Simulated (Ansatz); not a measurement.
# Si(111) with CH3 on 25 % of the top atoms and H on the rest: bands and core levels, part 2 of 2

What would XPS and angle-resolved spectra of Si(111) with CH3 on 25 % of the top atoms and H on the rest look like?

Ansatz 0.2.0; DFT, PBE, plane-wave PAW, default files, scalar-relativistic.

So far, gap on the k-mesh (eV): step 2 (relaxation) 1.12.

## (3) Bands by layer (continued)

Window up to 4.6 eV. Shell moments, by row:

```csv
element,shell,occupied states an atom,centre of occupied part (eV),rms width of occupied part (eV),centre up to the window's top (eV),rms width up to the window's top (eV)
C,2s,1.097,-12.47,1.813,-9.528,6.385
C,2p,3.627,-5.085,1.398,-4.675,2.275
H,1s,0.9693,-5.602,2.895,-3.554,4.577
Si,3s,1.169,-7.948,2.321,-4.982,5.286
Si,3p,2.759,-3.666,2.493,-1.258,3.927
```

The spectra weight each projected shell by its atomic cross section (Dirac–Hartree–Slater) and angular factor, for unpolarised light with the analyser at 45° from the beam. Broadening, on top of any smearing of the DOS itself: a Gaussian of 0.45 eV and a Lorentzian of 0.1 eV plus 0.03 times the binding energy (full widths), Fermi edge at 300 K. Each atom is damped by exp[−depth/(λ cos θ)], θ = 45° from the normal, λ from the universal curve. Curves are cut 10 eV under the photon energy, above any shell that the free atom's threshold puts out of reach, or at the lower edge of the window: 11.2 eV at 21.2 eV, 14.8 eV at 40.8 eV, 14.8 eV at 100 eV, 14.8 eV at 1486.7 eV and 14.8 eV at 9251.7 eV. Dipole terms alone, which is rough above 3 keV; no background, satellites or final-state effects.

How the area divides among the shells (%):

```csv
shell,21.2 eV,40.8 eV,100 eV,1486.7 eV,9251.7 eV
C 2s,0.2,6.4,7.3,2.2,1.1
C 2p,36.9,34.6,11.7,0.3,0.0
H 1s,37.9,17.5,4.2,0.2,0.0
Si 3s,5.7,13.5,22.8,66.9,90.5
Si 3p,19.3,28.1,54.0,30.4,8.3
```

Cross sections used, in Mb an electron:

```csv
shell,21.2 eV,40.8 eV,100 eV,1486.7 eV,9251.7 eV
C 2s,0.58,0.56,0.18,3.1e-4,1.3e-6
C 2p,2.7,0.84,0.079,9.8e-6,6.5e-9
H 1s,1.9,0.29,0.019,3.0e-6,6.0e-9
Si 3s,0.13,0.19,0.076,5.3e-4,4.8e-6
Si 3p,0.15,0.14,0.070,8.8e-5,1.4e-7
```

Regions along c: top from 15.1 to 21.9 Å, middle from 9.7 to 15.1 Å, bottom from 3.0 to 9.6 Å.

States with weight above 0.08 nearest the zero at Γ of the zone, within the window kept, -7.4 to 4.9 eV (levels that the program groups as degenerate share a row):

```csv
E (eV),"weight, total","weight, top","weight, middle","weight, bottom"
-1.20,0.97,0.18,0.57,0.21
-0.85,1.00,0.09,0.74,0.16
-0.85,1.00,0.09,0.74,0.16
-0.44,1.00,0.23,0.33,0.41
-0.44,1.00,0.23,0.33,0.41
0.00,1.00,0.16,0.54,0.29
0.00,1.00,0.16,0.54,0.29
1.84,0.97,0.14,0.66,0.17
2.11,0.09,0.03,0.03,0.03
2.19,0.92,0.22,0.34,0.35
```

The largest force component on a free atom is 0.016 eV/Å, so the atoms are at rest for these settings too.

## (4) Core levels by total-energy differences

XPS shifts tell sites apart. Each chosen atom gets a core hole in a self-consistent pass of its own.

Input file input.yaml:

```yaml
crystal:
  lattice:
    - [7.6791796437, 0.0, 0.0]
    - [3.8395898218, 6.6503646517, 0.0]
    - [0.0, 0.0, 24.6937769138]
  atoms:
    - { symbol: H, position: [0.0798980211, 0.0748804316, 0.7242202916] }
    - { symbol: H, position: [0.8452498555, 0.079877061, 0.7242250261] }
    - { symbol: H, position: [0.0749054275, 0.8452285832, 0.724222477] }
    - { symbol: C_h, position: [1.36674e-05, -5.131e-06, 0.7086775884] }
    - { symbol: H, position: [0.4996740168, 0.0005621899, 0.6898291237] }
    - { symbol: H, position: [0.0005682961, 0.4997567764, 0.6898291141] }
    - { symbol: H, position: [0.4997589177, 0.4996789267, 0.6898286822] }
    - { symbol: Si_h, position: [5.6852e-06, -2.3865e-06, 0.631654311] }
    - { symbol: Si, position: [0.5001950442, -0.0005670768, 0.6288054151] }
    - { symbol: Si, position: [-0.0005638737, 0.5003714945, 0.6288054044] }
    - { symbol: Si_h, position: [0.5003761555, 0.5001919867, 0.6288049717] }
    - { symbol: Si_h, position: [0.8345484207, 0.3310884654, 0.5980176635] }
    - { symbol: Si, position: [0.3333355992, 0.3333324537, 0.5978834135] }
    - { symbol: Si, position: [0.834366691, 0.8345444338, 0.598018535] }
    - { symbol: Si, position: [0.3310946785, 0.8343623224, 0.5980167259] }
    - { symbol: Si, position: [0.833512925, 0.3330108463, 0.5023555917] }
    - { symbol: Si, position: [0.3333347303, 0.3333326486, 0.5022337171] }
    - { symbol: Si, position: [0.8334782756, 0.8335117733, 0.5023561014] }
    - { symbol: Si, position: [0.3330127391, 0.8334761591, 0.5023549842] }
    - { symbol: Si_h, position: [0.1666543529, 0.1666324886, 0.4699119293] }
    - { symbol: Si, position: [0.6667149919, 0.1666530275, 0.469912052] }
    - { symbol: Si, position: [0.1666335041, 0.6667132052, 0.4699119912] }
    - { symbol: Si, position: [0.6666685464, 0.6666662942, 0.4700632928] }
    - { symbol: Si, position: [0.166666667, 0.166666667, 0.374335324] }
    - { symbol: Si, position: [0.666666667, 0.166666667, 0.374335324] }
    - { symbol: Si, position: [0.166666667, 0.666666667, 0.374335324] }
    - { symbol: Si, position: [0.666666667, 0.666666667, 0.374335324] }
    - { symbol: Si, position: [0.0, 0.0, 0.342596438] }
    - { symbol: Si, position: [0.5, 0.0, 0.342596438] }
    - { symbol: Si, position: [0.0, 0.5, 0.342596438] }
    - { symbol: Si, position: [0.5, 0.5, 0.342596438] }
    - { symbol: H, position: [0.0, 0.0, 0.28347223] }
    - { symbol: H, position: [0.5, 0.0, 0.28347223] }
    - { symbol: H, position: [0.0, 0.5, 0.28347223] }
    - { symbol: H, position: [0.5, 0.5, 0.28347223] }
kpoints:
  mp_grid: { grid: [3, 3, 1] }
scf:
  occupations: { method: fermi_dirac, width: 0.02 }
  n_extra_bands: 25
hamiltonian:
  xc: pbe
  pseudopotentials: { kind: paw }
output:
  forces: true
  write_potential: true
  volumetric_format: []
  core_levels:
    shells: { C_h: "1s", Si_h: "2p" }
    counted_from: conduction_bottom
    add_spin: false
efield:
  axis: 3
  dipole_correction: true
```

On the command line:

```sh
$ ansatz run input.yaml --threads 4 --pin off --max-ram 11264MiB --backend cpu --events-out ev --progress --plain --runs-dir out
```

Elapsed: 3 min, on 4 threads of Arm Neoverse V2, shared host; peak memory 2.4 GiB.

Levels are total-energy differences with one electron taken from the core. The electron stays in the lowest empty state, so these are excitation energies, not binding energies. The hole's nearest image is 7.7 Å away, and the holes carry no spin, so absolute levels are rough.

```csv
atom,region,shell,level (eV),shift (eV),j lines (eV),doubts
C4,adsorbate,1s,284.32,-,-,-
Si8,layer 1,2p,100.16,+0.23,100.56 / 99.95,-
Si11,layer 1,2p,100.11,+0.19,100.52 / 99.91,-
Si12,layer 2,2p,99.94,+0.01,100.35 / 99.73,-
Si20,middle,2p,99.93,+0.00,100.34 / 99.72,-
```

Levels of p, d and f shells are means over their two j lines, weighted by degeneracy; the splitting comes from the atom's own solve. Shifts count from the last listed atom of each element. With the electron kept in the cell, its attraction to the hole differs by site and enters these shifts.

The Si 2p lines of the listed atoms alone (other atoms of the cell aren't counted), as Gaussians 0.8 eV wide, no depth weighting. Table of intensity by Si 2p level; read off at these points:

Si 2p level (eV), intensity (%) and a bar:
```
    98.30          0 
    98.40          0 
    98.50          0 
    98.60          0 
    98.70          1 
    98.80          1 
    98.90          3 #
    99.00          6 ##
    99.10         11 ###
    99.20         18 #####
    99.30         29 #########
    99.40         43 #############
    99.50         58 ##################
    99.60         74 ######################
    99.70         87 ##########################
    99.80         96 #############################
    99.90        100 ##############################
    99.93        100 ##############################
   100.00         99 ##############################
   100.10         94 ############################
   100.20         86 ##########################
   100.30         77 #######################
   100.40         68 ####################
   100.50         58 #################
   100.60         48 ##############
   100.70         38 ###########
   100.80         29 #########
   100.90         20 ######
   101.00         13 ####
   101.10          8 ##
   101.20          5 #
   101.30          2 #
   101.40          1 
   101.50          1 
   101.60          0 
   101.70          0 
   101.80          0 
   101.90          0
```

## (5) Summary of results

| Quantity | Value |
| --- | --- |
| ionisation potential | 4.43 eV (upper face; lower face 4.68 eV) |
| electron affinity (Kohn–Sham) | 3.31 eV (slab's lowest empty level against the upper vacuum) |
| Si core shifts among the listed atoms, from the last listed one | +0.00 to +0.23 eV |

**Reading.** The valence top of Si(111) with CH3 on 25 % of the top atoms and H on the rest lies 4.43 eV (upper face; lower face 4.68 eV) below the vacuum and the lowest empty level 3.31 eV below the vacuum of the upper face. Only the strongest levels a point were stored, too few to count surface states. The upper face's value lies 0.25 eV below that of the hydrogen-covered lower face; the difference is the dipole step of the groups. Core shifts: Si +0.00 to +0.23 eV. Among the sites run, the most bound Si 2p level is that of Si8 (layer 1), bonded to 3 Si and 1 C; the least bound, 0.23 eV shallower, that of Si20 (middle), bonded to 4 Si. That is the order that electronegative neighbours give as a rule, though screening of the hole enters too. These are excitation energies with the electron kept in the cell, so its attraction to the hole, which differs by site, enters the order. At 21.2 eV the valence spectrum has its highest listed peaks within 10.8 eV at 3.7 eV (H 1s) and 5.5 eV (C 2p). At 1486.7 eV the valence spectrum has its highest listed peaks within 13 eV at 1.7 eV (Si 3p), 2.3 eV (Si 3p), 3.5 eV (Si 3p), 6.5 eV (Si 3s) and 9.1 eV (Si 3s). The shell named is the one with most of the intensity, cross sections included, not always the one with most states there. In the main run, from 1486.7 eV towards hard X-rays the Si 3s share grows by 24 points, as its cross section falls more slowly with photon energy than those of the shells it gains on. The spectra rest on a 3×3×1 mesh, so closely spaced maxima can be ripples of the mesh. The slab's own atoms span 7.1 Å, so bulk bands appear as a few quantum-well levels, and states of the two faces can mix. The affinity uses the Kohn–Sham gap, which is too small, so the true affinity is lower and the true ionisation potential usually higher.

[Logs are printed without paths, hosts, clocks, repeated set-up lines and the standing remarks that a program may print on its own settings, such as how far it seeks lower states.]

[Hosts, paths, dates, database ids (printed as entryN), source tags and the programs' standing remarks are cut or masked in the printed files.]

[Maps of the electrostatic potential energy from Ansatz leave out the sawtooth potential of an applied field or a dipole correction, so their vacuum need not be flat; work functions include it.]
